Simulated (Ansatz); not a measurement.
# Cs on Cu(111): change of the work function, part 2 of 4

How does Cs on the fcc site change the work function of Cu(111) as the layer fills?

Ansatz 0.2.0; plane-wave DFT, PBE, Ansatz PAW.

So far, work function, upper face (eV): step 2 (the clean slab) 4.79.

### 3. Adsorbate added, k-mesh 4×4×1, coverage 0.111 ML

System of this step: Cs/Cu(111). The cell holds 37 atoms: 36 Cu and 1 Cs. Its edges and angles: a = 7.658 Å, b = 7.658 Å, c = 27.834 Å, α = 90.0°, β = 90.0°, γ = 60.0°. Vacuum lies along c.

The clean slab as it ended is repeated in the plane and the adsorbate is set on one face; the cell's size fixes the coverage, and the k-mesh shrinks with it to keep the sampling density about even. Adsorbate and upper layers relax, since the dipole depends on the height.

input.yaml reads:

```yaml
crystal:
  lattice:
    - [7.6579664403, 1.0e-10, 0.0]
    - [3.8289832201, 6.6319934787, 0.0]
    - [0.0, 0.0, 27.8341225727]
  atoms:
    - { symbol: Cu, position: [0.0, 0.0, 0.3233441247] }
    - { symbol: Cu, position: [0.1111111111, 0.1111111111, 0.398224677] }
    - { symbol: Cu, position: [0.2222222222, 0.2222222222, 0.4731052294] }
    - { symbol: Cu, position: [0.0, 0.0, 0.5479857817] }
    - { symbol: Cu, position: [0.0, 0.3333333333, 0.3233441247] }
    - { symbol: Cu, position: [0.1111111111, 0.4444444444, 0.398224677] }
    - { symbol: Cu, position: [0.2222222222, 0.5555555556, 0.4731052294] }
    - { symbol: Cu, position: [0.0, 0.3333333333, 0.5479857817] }
    - { symbol: Cu, position: [0.0, 0.6666666667, 0.3233441247] }
    - { symbol: Cu, position: [0.1111111111, 0.7777777778, 0.398224677] }
    - { symbol: Cu, position: [0.2222222222, 0.8888888889, 0.4731052294] }
    - { symbol: Cu, position: [0.0, 0.6666666667, 0.5479857817] }
    - { symbol: Cu, position: [0.3333333333, 0.0, 0.3233441247] }
    - { symbol: Cu, position: [0.4444444444, 0.1111111111, 0.398224677] }
    - { symbol: Cu, position: [0.5555555556, 0.2222222222, 0.4731052294] }
    - { symbol: Cu, position: [0.3333333333, 0.0, 0.5479857817] }
    - { symbol: Cu, position: [0.3333333333, 0.3333333333, 0.3233441247] }
    - { symbol: Cu, position: [0.4444444444, 0.4444444444, 0.398224677] }
    - { symbol: Cu, position: [0.5555555556, 0.5555555556, 0.4731052294] }
    - { symbol: Cu, position: [0.3333333333, 0.3333333333, 0.5479857817] }
    - { symbol: Cu, position: [0.3333333333, 0.6666666667, 0.3233441247] }
    - { symbol: Cu, position: [0.4444444444, 0.7777777778, 0.398224677] }
    - { symbol: Cu, position: [0.5555555556, 0.8888888889, 0.4731052294] }
    - { symbol: Cu, position: [0.3333333333, 0.6666666667, 0.5479857817] }
    - { symbol: Cu, position: [0.6666666667, 0.0, 0.3233441247] }
    - { symbol: Cu, position: [0.7777777778, 0.1111111111, 0.398224677] }
    - { symbol: Cu, position: [0.8888888889, 0.2222222222, 0.4731052294] }
    - { symbol: Cu, position: [0.6666666667, 0.0, 0.5479857817] }
    - { symbol: Cu, position: [0.6666666667, 0.3333333333, 0.3233441247] }
    - { symbol: Cu, position: [0.7777777778, 0.4444444444, 0.398224677] }
    - { symbol: Cu, position: [0.8888888889, 0.5555555556, 0.4731052294] }
    - { symbol: Cu, position: [0.6666666667, 0.3333333333, 0.5479857817] }
    - { symbol: Cu, position: [0.6666666667, 0.6666666667, 0.3233441247] }
    - { symbol: Cu, position: [0.7777777778, 0.7777777778, 0.398224677] }
    - { symbol: Cu, position: [0.8888888889, 0.8888888889, 0.4731052294] }
    - { symbol: Cu, position: [0.6666666667, 0.6666666667, 0.5479857817] }
    - { symbol: Cs, position: [0.1111111111, 0.1111111111, 0.6766558753] }
kpoints:
  mp_grid: { grid: [4, 4, 1] }
hamiltonian:
  xc: pbe
scf:
  occupations: { method: fermi_dirac, width: 0.1 }
  convergence: { dr2_threshold: 1.0e-08 }
efield:
  axis: 3
  dipole_correction: true
  ramp_position: 0.97
  ramp_width: 0.06
relax:
  f_tol: 0.02
  max_steps: 60
  constraints:
    - { sites: [0, 1, 4, 5, 8, 9, 12, 13, 16, 17, 20, 21, 24, 25, 28, 29, 32, 33] }
output:
  write_potential: true
  write_density: true
  volumetric_format: npy
```

Started as:

```
$ ansatz run input.yaml --threads 4 --pin off --max-ram 16384MiB --backend cpu --events-out ev --progress --plain --runs-dir out
```

Numbers of over 12 decimals in the logs are rounded to 6 here.

What it wrote:

```text
[...]
Crystal: 37 atoms, lattice volume = 1413.628 Å³
Basis set: ecut = 420 eV, 27615 PW (Γ), exchange–correlation on 108×108×384 points (8 copies of the dense FFT grid, shifted against one another)
Bands: 416, of which v1, the nominal top of the filled ones, is band 347 counted from 1 (346 counted from 0)
Symmetry: 6 space group operations
[...]
k-points: 4 of 16 (time reversal used)
[...]
SCF iter   1: F=—  HF=-244171.169058 eV  |F-HF|=—  |Δ(HF+E_count)|=         —  Δρ=8.33e-3  dr2=4.25e1  ethr=1.77e-3  p=1.395 e·Å  D=1.79e-1 V/Å  ΔV_dip=-4.97 eV  dr2_dipole=3.67e1  V_vac-E_F(+/−)=0.05/5.02 eV  ⟨swp⟩=7.2  Hψ=6744  notcnv=0  defer=103
[...]
SCF iter  18: F=-244169.940049 eV  HF=-244169.940049 eV  |F-HF|=2.65e-8  |Δ(HF+E_count)|=   1.44e-8  Δρ=4.82e-7  dr2=7.18e-9  ethr=1.44e-12  p=0.943 e·Å  D=1.21e-1 V/Å  ΔV_dip=-3.36 eV  dr2_dipole=2.82e-9  V_vac-E_F(+/−)=1.42/4.77 eV  ⟨swp⟩=9.2  Hψ=10547  notcnv=0
SCF 1 converged in 18 iterations: F = -244169.940049 eV  dr2 = 7.18e-9
[...]
relax step   1: F+E_penalty+E_count = -244169.94004901 eV  Δ(F+E_penalty+E_count) = +0.000e0 eV  max|allowed force component| = 6.122e-1 eV/Å  Δτ_max = 0.0000 Å  (18 SCF iters, accepted)
[...]
iter 1 solved again at ethr=8.58e-7 eV; its pass at ethr=3.10e-3 eV (dr2=5.95e-3 eV) is discarded
[...]
SCF iter  12: F=-244170.003494 eV  HF=-244170.003494 eV  |F-HF|=3.17e-9  |Δ(HF+E_count)|=  9.02e-10  Δρ=2.45e-7  dr2=1.67e-9  ethr=1.44e-12  p=0.961 e·Å  D=1.23e-1 V/Å  ΔV_dip=-3.42 eV  dr2_dipole=2.96e-11  V_vac-E_F(+/−)=1.35/4.77 eV  ⟨swp⟩=6.8  Hψ=10371  notcnv=0
SCF 2 converged in 12 iterations: F = -244170.003494 eV  dr2 = 1.67e-9
relax step   2: F+E_penalty+E_count = -244170.00349394 eV  Δ(F+E_penalty+E_count) = -6.344e-2 eV  max|allowed force component| = 5.611e-1 eV/Å  Δτ_max = 0.1094 Å  (12 SCF iters, accepted)
SCF iter   1: F=—  HF=-244170.104174 eV  |F-HF|=—  |Δ(HF+E_count)|=         —  Δρ=1.05e-3  dr2=2.93e-2  ethr=2.34e-5  p=0.961 e·Å  D=1.23e-1 V/Å  ΔV_dip=-3.42 eV  dr2_dipole=6.88e-3  V_vac-E_F(+/−)=1.35/4.77 eV  ⟨swp⟩=8.0  Hψ=5070  notcnv=0  defer=158
[...]
SCF iter  10: F=-244170.101443 eV  HF=-244170.101443 eV  |F-HF|=8.44e-10  |Δ(HF+E_count)|=   8.15e-8  Δρ=7.79e-7  dr2=9.71e-9  ethr=1.44e-12  p=0.975 e·Å  D=1.25e-1 V/Å  ΔV_dip=-3.47 eV  dr2_dipole=7.37e-10  V_vac-E_F(+/−)=1.29/4.77 eV  ⟨swp⟩=7.2  Hψ=11620  notcnv=0
SCF 3 converged in 10 iterations: F = -244170.101443 eV  dr2 = 9.71e-9
relax step   3: F+E_penalty+E_count = -244170.10144279 eV  Δ(F+E_penalty+E_count) = -9.795e-2 eV  max|allowed force component| = 3.664e-1 eV/Å  Δτ_max = 0.1969 Å  (10 SCF iters, accepted)
[...]
relax step   4: F+E_penalty+E_count = -244170.14661162 eV  Δ(F+E_penalty+E_count) = -4.517e-2 eV  max|allowed force component| = 6.008e-2 eV/Å  Δτ_max = 0.1962 Å  (11 SCF iters, accepted)
[...]
relax step   5: F+E_penalty+E_count = -244170.14456012 eV  Δ(F+E_penalty+E_count) = +2.052e-3 eV  max|allowed force component| = 8.349e-2 eV/Å  Δτ_max = 0.0949 Å  (12 SCF iters, rejected (line search))
SCF iter   1: F=—  HF=-244170.157526 eV  |F-HF|=—  |Δ(HF+E_count)|=         —  Δρ=1.44e-3  dr2=1.73e-2  ethr=2.39e-5  p=0.927 e·Å  D=1.19e-1 V/Å  ΔV_dip=-3.30 eV  dr2_dipole=1.74e-3  V_vac-E_F(+/−)=1.45/4.76 eV  ⟨swp⟩=4.2  Hψ=3699  notcnv=0  defer=163
[...]
SCF iter  10: F=-244170.150593 eV  HF=-244170.150593 eV  |F-HF|=1.75e-10  |Δ(HF+E_count)|=   1.21e-8  Δρ=6.37e-7  dr2=5.71e-9  ethr=1.44e-12  p=0.937 e·Å  D=1.20e-1 V/Å  ΔV_dip=-3.34 eV  dr2_dipole=7.21e-11  V_vac-E_F(+/−)=1.42/4.76 eV  ⟨swp⟩=9.5  Hψ=11518  notcnv=0
SCF 6 converged in 10 iterations: F = -244170.150593 eV  dr2 = 5.71e-9
relax step   6: F+E_penalty+E_count = -244170.15059350 eV  Δ(F+E_penalty+E_count) = -3.982e-3 eV  max|allowed force component| = 9.753e-3 eV/Å  Δτ_max = 0.0447 Å  (10 SCF iters, accepted)
NSCF: frozen V_eff on 4 k-points
[...]
WARN: The output density's exchange-correlation potential varies sharply where the density is thin. Do not read a vacuum level from v_tot or v_xc, or from such a field of the output density. On a cell that repeats whose density bears no net charge and no dipole along the vacuum's axis use v_es (v_loc + v_h of the components); under efield.dipole_correction with no amplitude use v_es + v_field, which holds any externa [...]
SCF converged after 10 iterations
Free energy (F): -244170.150593 eV
[...]
Internal energy: -244169.783496 eV  (E = F + TS)
E sigma→0 (E₀):  -244169.967045 eV
Entropy (-TS):   -0.367098 eV (-9.922 meV/atom)
Fermi energy:    3.302600 eV
Dipole field:    D = 0.119968 V/Å  (p = 0.937212 e·Å, saw-weighted, corrected)
Work function:   Φ+ = 1.4200 eV   Φ− = 4.7593 eV
[...]
--- Forces (eV/Å), atoms counted from 1 ---
  atom   1  Cu    -0.00126352    -0.00072949     0.01723131
  atom   2  Cu    -0.00000000     0.00000000    -0.05034479
  atom   3  Cu    -0.00082893    -0.00047858     0.00069163
  atom   4  Cu     0.00097659     0.00056383    -0.00056943
  atom   5  Cu    -0.00000000     0.00145899     0.01723131
  atom   6  Cu     0.00831477     0.01868874    -0.01295477
  atom   7  Cu     0.00031211    -0.00018020    -0.00096531
  atom   8  Cu     0.00000000    -0.00112767    -0.00056943
  atom   9  Cu    -0.00076149     0.00043965     0.01493261
  atom  10  Cu    -0.01202753    -0.01654518    -0.01295477
  atom  11  Cu    -0.00000000     0.00095716     0.00069163
  atom  12  Cu    -0.00082022     0.00047355     0.00170378
  atom  13  Cu     0.00126352    -0.00072949     0.01723131
  atom  14  Cu     0.02034231    -0.00214356    -0.01295477
  atom  15  Cu    -0.00000000     0.00036040    -0.00096531
  atom  16  Cu    -0.00097659     0.00056383    -0.00056943
  atom  17  Cu     0.00100920     0.00058266     0.01894772
  atom  18  Cu    -0.00000000    -0.00000000     0.03542094
  atom  19  Cu    -0.00031211    -0.00018020    -0.00096531
  atom  20  Cu    -0.00085233    -0.00049209    -0.00013859
  atom  21  Cu     0.00000000    -0.00116533     0.01894772
  atom  22  Cu     0.01202753    -0.01654518    -0.01295477
  atom  23  Cu     0.00066148    -0.00038190    -0.00205951
  atom  24  Cu    -0.00000000     0.00098418    -0.00013859
  atom  25  Cu     0.00000000    -0.00087929     0.01493261
  atom  26  Cu    -0.02034231    -0.00214356    -0.01295477
  atom  27  Cu     0.00082893    -0.00047858     0.00069163
  atom  28  Cu     0.00000000    -0.00094711     0.00170378
  atom  29  Cu    -0.00100920     0.00058266     0.01894772
  atom  30  Cu    -0.00831477     0.01868874    -0.01295477
  atom  31  Cu    -0.00000000     0.00076381    -0.00205951
  atom  32  Cu     0.00085233    -0.00049209    -0.00013859
  atom  33  Cu     0.00076149     0.00043965     0.01493261
  atom  34  Cu    -0.00000000     0.00000000    -0.04674115
  atom  35  Cu    -0.00066148    -0.00038190    -0.00205951
  atom  36  Cu     0.00082022     0.00047355     0.00170378
  atom  37  Cs    -0.00000000    -0.00000000    -0.00975271
  max |Σ_I F_I| component: 1.76e-4 eV/Å
--- Band table (eV) ---
  k-point 0: bands = [... 343 lower, 1.7931, 2.7775, 2.7775, 2.7889, 2.8176, 2.8240, 2.8240, 2.8398, ... 65 higher]
  k-point 1: bands = [... 343 lower, 2.3411, 2.5686, 2.5831, 2.6138, 3.3430, 3.5989, 3.6044, 3.9097, ... 65 higher]
  k-point 2: bands = [... 343 lower, 3.1358, 3.1382, 3.1387, 3.1409, 3.7020, 3.7036, 3.7128, 3.7179, ... 65 higher]
  k-point 3: bands = [... 343 lower, 3.0896, 3.1561, 3.5365, 3.5595, 3.5914, 3.6132, 3.7277, 3.7398, ... 65 higher]
--- Relaxed structure (6 steps of the walk, 5 accepted, 0 SCFs on fresh bases) ---
  F+E_penalty+E_count = -244170.15059350 eV   max|allowed force component| = 9.753e-3 eV/Å
  atoms:
    - { symbol: Cu, position: [1.1111113280699718e-11, 1.111111328069972e-11, 0.3233441247] }
    - { symbol: Cu, position: [0.111111, 0.111111, 0.398224677] }
    - { symbol: Cu, position: [0.222600, 0.222600, 0.472471] }
    - { symbol: Cu, position: [-0.000570323, -0.000570323, 0.546485] }
    - { symbol: Cu, position: [1.1111139786024182e-11, 0.333333, 0.3233441247] }
    - { symbol: Cu, position: [0.111111, 0.444444, 0.398224677] }
    - { symbol: Cu, position: [0.222261, 0.555536, 0.473369] }
    - { symbol: Cu, position: [-0.000570323, 0.334474, 0.546485] }
    - { symbol: Cu, position: [-2.2222224060897133e-11, 0.666667, 0.3233441247] }
    - { symbol: Cu, position: [0.111111, 0.777778, 0.398224677] }
    - { symbol: Cu, position: [0.222600, 0.888134, 0.472471] }
    - { symbol: Cu, position: [-2.799993599883477e-5, 0.666681, 0.548700] }
    - { symbol: Cu, position: [0.333333, 1.1111113280699722e-11, 0.3233441247] }
    - { symbol: Cu, position: [0.444444, 0.111111, 0.398224677] }
    - { symbol: Cu, position: [0.555536, 0.222261, 0.473369] }
    - { symbol: Cu, position: [0.334474, -0.000570323, 0.546485] }
    - { symbol: Cu, position: [0.333333, 0.333333, 0.3233441247] }
    - { symbol: Cu, position: [0.444444, 0.444444, 0.398224677] }
    - { symbol: Cu, position: [0.555536, 0.555536, 0.473369] }
    - { symbol: Cu, position: [0.333096, 0.333096, 0.548632] }
    - { symbol: Cu, position: [0.333333, 0.666667, 0.3233441247] }
    - { symbol: Cu, position: [0.444444, 0.777778, 0.398224677] }
    - { symbol: Cu, position: [0.556672, 0.888330, 0.472848] }
    - { symbol: Cu, position: [0.333096, 0.667142, 0.548632] }
    - { symbol: Cu, position: [0.666667, -2.2222204306928896e-11, 0.3233441247] }
    - { symbol: Cu, position: [0.777778, 0.111111, 0.398224677] }
    - { symbol: Cu, position: [0.888134, 0.222600, 0.472471] }
    - { symbol: Cu, position: [0.666681, -2.7999935998813203e-5, 0.548700] }
    - { symbol: Cu, position: [0.666667, 0.333333, 0.3233441247] }
    - { symbol: Cu, position: [0.777778, 0.444444, 0.398224677] }
    - { symbol: Cu, position: [0.888330, 0.556672, 0.472848] }
    - { symbol: Cu, position: [0.667142, 0.333096, 0.548632] }
    - { symbol: Cu, position: [0.666667, 0.666667, 0.3233441247] }
    - { symbol: Cu, position: [0.777778, 0.777778, 0.398224677] }
    - { symbol: Cu, position: [0.888330, 0.888330, 0.472848] }
    - { symbol: Cu, position: [0.666681, 0.666681, 0.548700] }
    - { symbol: Cs, position: [0.111111, 0.111111, 0.656995] }
```

It took 18 min on 4 threads of Arm Neoverse V1, shared host; peak memory 10 GiB.

The steps of the relaxation:

```
step  energy less that of the first step (eV)  largest force component (eV/Å)
   1                                   0.0000                          0.6122
   2                                  -0.0634                          0.5611
   3                                  -0.1614                          0.3664
   4                                  -0.2066                          0.0601
   5                                  -0.2045                          0.0835
   6                                  -0.2105                          0.0098
```

Relaxation step 5 was tried and not accepted.

Forces are held to the 6 operations that the run works with; a distortion that breaks them can't arise in this run.

The atoms that moved most (Å):

```
atom      dx      dy      dz  length
Cs37   0.000   0.000  -0.547   0.547
 Cu4  -0.007  -0.004  -0.042   0.042
 Cu8   0.000   0.008  -0.042   0.042
Cu16   0.007  -0.004  -0.042   0.042
Cu28   0.000   0.000   0.020   0.020
Cu12   0.000   0.000   0.020   0.020
Cu36   0.000   0.000   0.020   0.020
Cu27  -0.004   0.003  -0.018   0.018
```

Final coordinates:

```xyz
37
Lattice="7.6580 0.0000 0.0000 3.8290 6.6320 0.0000 0.0000 0.0000 27.8341" Properties=species:S:1:pos:R:3
Cu    0.0000    0.0000    9.0000
Cu    1.2763    0.7369   11.0842
Cu    2.5570    1.4763   13.1508
Cu   -0.0066   -0.0038   15.2109
Cu    1.2763    2.2107    9.0000
Cu    2.5527    2.9476   11.0842
Cu    3.8292    3.6843   13.1758
Cu    1.2763    2.2182   15.2109
Cu    2.5527    4.4213    9.0000
Cu    3.8290    5.1582   11.0842
Cu    5.1053    5.8901   13.1508
Cu    2.5525    4.4214   15.2726
Cu    2.5527    0.0000    9.0000
Cu    3.8290    0.7369   11.0842
Cu    5.1053    1.4740   13.1758
Cu    2.5592   -0.0038   15.2109
Cu    3.8290    2.2107    9.0000
Cu    5.1053    2.9476   11.0842
Cu    6.3814    3.6843   13.1758
Cu    3.8263    2.2091   15.2707
Cu    5.1053    4.4213    9.0000
Cu    6.3816    5.1582   11.0842
Cu    7.6644    5.8914   13.1613
Cu    5.1053    4.4245   15.2707
Cu    5.1053    0.0000    9.0000
Cu    6.3816    0.7369   11.0842
Cu    7.6536    1.4763   13.1508
Cu    5.1053   -0.0002   15.2726
Cu    6.3816    2.2107    9.0000
Cu    7.6580    2.9476   11.0842
Cu    8.9343    3.6918   13.1613
Cu    6.3844    2.2091   15.2707
Cu    7.6580    4.4213    9.0000
Cu    8.9343    5.1582   11.0842
Cu   10.2042    5.8914   13.1613
Cu    7.6581    4.4214   15.2726
Cs    1.2763    0.7369   18.2869
```

This step gave:

```yaml
energy_at_zero_smearing: -244169.9670 eV
work_function_upper_face: 1.420 eV
work_function_lower_face: 4.759 eV
dipole_along_the_normal: 0.9372 e·Å
step_between_the_vacuum_levels: -3.339 eV
```

Running mean over 2.084 Å of the planar mean; the ramp of the sawtooth is left out. The electron's electrostatic potential energy less the Fermi level by z:

z (Å), electron's electrostatic potential energy less the Fermi level (eV) and a bar from the least value:
```
      3.5       4.76 ##############################
      4.0       4.76 ##############################
      4.5       4.76 ##############################
      5.0       4.75 ##############################
      5.5       4.74 ##############################
      6.0       4.71 ##############################
      6.5       4.57 ##############################
      7.0       4.07 ############################
      7.5       1.97 ########################
      8.0      -2.78 #############
      8.5      -7.14 ####
      9.0      -8.58 #
      9.5      -8.77 
     10.0      -8.81 
     10.5      -8.83 
     11.0      -8.85 
     11.5      -8.87 
     12.0      -8.88 
     12.5      -8.87 
     13.0      -8.85 
     13.5      -8.83 
     14.0      -8.78 
     14.5      -8.76 
     15.0      -8.71 
     15.5      -8.24 #
     16.0      -5.52 #######
     16.5      -1.05 #################
     17.0       1.53 #######################
     17.5       1.35 #######################
     18.0       0.56 #####################
     18.5       0.13 ####################
     19.0       0.23 ####################
     19.5       0.63 #####################
     20.0       1.06 ######################
     20.5       1.30 ######################
     21.0       1.37 #######################
     21.5       1.40 #######################
     22.0       1.41 #######################
     22.5       1.41 #######################
     23.0       1.42 #######################
     23.5       1.42 #######################
     24.0       1.42 #######################
     24.5       1.42 #######################
```

The relaxation took 6 steps and lowered the energy by 0.21 eV; the largest force on the free atoms ends at 0.0098 eV/Å.

The covered face has 1.42 eV, -3.37 eV against the clean one; the bare back face has moved by -0.03 eV, a measure of how thin the slab is.

[end of part 2 of 4]

[Logs are printed without paths, hosts, clocks, repeated set-up lines and the standing remarks that a program may print on its own settings, such as how far it seeks lower states.]

[Hosts, paths, dates, database ids (printed as entryN), source tags and the programs' standing remarks are cut or masked in the printed files.]

[Maps of the electrostatic potential energy from Ansatz leave out the sawtooth potential of an applied field or a dipole correction, so their vacuum need not be flat; planar profiles and work functions include it.]
